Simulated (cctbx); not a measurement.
# Interatomic vectors of Tc3C

Space group Cmcm (no. 63), a = 2.9360 Å, b = 9.2000 Å, c = 7.2880 Å, α = 90.00°, β = 90.00°, γ = 90.00°, content Tc12 C4.

Simulated single-crystal data (cctbx): Mo Kα, λ = 0.71073 Å, to d = 0.8 Å, 50 % of the full sphere, strongest reflection 40000 counts, noise from counting, a 3 % proportional error and a noise floor of 2 counts (s.d.); no absorption, some extinction.

Patterson synthesis from sharpened amplitudes, origin scaled to 1000:

```text
Patterson group C m m m
      u       v       w   height  length (A)
  0.000   0.000   0.000   1000.0     0.00
  0.000   0.278   0.500    309.5     4.45
  0.000   0.434   0.305    306.8     4.57
  0.000   0.286   0.188    265.3     2.97
  0.000   0.000   0.393    248.2     2.86
  0.000   0.149   0.500    135.0     3.89
  0.000   0.074   0.132     87.6     1.18
  0.000   0.353   0.056     74.6     3.28
  0.000   0.500   0.175     63.8     4.77
  0.000   0.081   0.261     60.9     2.05
  0.000   0.215   0.352     57.3     3.24
  0.165   0.500   0.084     55.9     4.67
  0.000   0.370   0.448     50.0     4.71
  0.000   0.354   0.350     46.0     4.14
```

Q: Assign the vectors.

A peak at u stands for all pairs with xi − xj = u, with weight Σ ZiZj against Σ Z² = 22332 at the origin. Peak heights follow these weights only roughly, since form factors, motion and series ripples differ, all vectors within 0.55 Å of a peak are counted as merged into it though the farther ones add only part of their weight, and F(000) is left out, which lowers the whole map:

| u | v | w | shortest length (Å) | height | 1000 ΣZiZj/ΣZ² | pairs in the cell |
| --- | --- | --- | --- | --- | --- | --- |
| 0.000 | 0.278 | 0.500 | 4.43 | 310 | 331 | 4 × Tc–Tc |
| 0.000 | 0.434 | 0.305 | 2.73 | 307 | 331 | 4 × Tc–Tc |
| 0.000 | 0.286 | 0.188 | 2.81 | 265 | 331 | 4 × Tc–Tc |
| 0.000 | 0.000 | 0.393 | 2.86 | 248 | 331 | 4 × Tc–Tc |
| 0.000 | 0.149 | 0.500 | 3.89 | 135 | 212 | 2 × Tc–Tc, 4 × Tc–C |
| 0.000 | 0.074 | 0.132 | 1.18 | 88 | 0 | none within 0.55 Å |
| 0.000 | 0.353 | 0.056 | 2.04 | 75 | 46 | 4 × Tc–C |
| 0.000 | 0.500 | 0.175 | 1.94 | 64 | 0 | none within 0.55 Å |
| 0.000 | 0.081 | 0.261 | 2.04 | 61 | 46 | 4 × Tc–C |
| 0.000 | 0.215 | 0.352 | 3.24 | 57 | 0 | none within 0.55 Å |

The table stops at ten peaks or at a height of 45, below which ripples compete. In the model behind the data Tc, the heaviest element, has 2 independent sites: (1/2, 0.0747, 1/4) and (1/2, 0.3607, 0.4450), up to an allowed shift of origin; the Tc–Tc vectors are differences of these positions and their symmetry mates. The whole model:

| atom | mult. | x | y | z | Ueq (Å²) |
| --- | --- | --- | --- | --- | --- |
| Tc1 | 4 | 1/2 | 0.0747 | 1/4 | 0.0099 |
| Tc2 | 8 | 1/2 | 0.3607 | 0.4450 | 0.0099 |
| C1 | 4 | 0 | 0.2570 | 1/4 | 0.0183 |

The model was made for the exercise: a known structure type with other elements put in, its volume estimated, not relaxed; displacement parameters are assumed.

[Logs are printed without paths, hosts, clocks, repeated set-up lines and the standing remarks that a program may print on its own settings, such as how far it seeks lower states.]
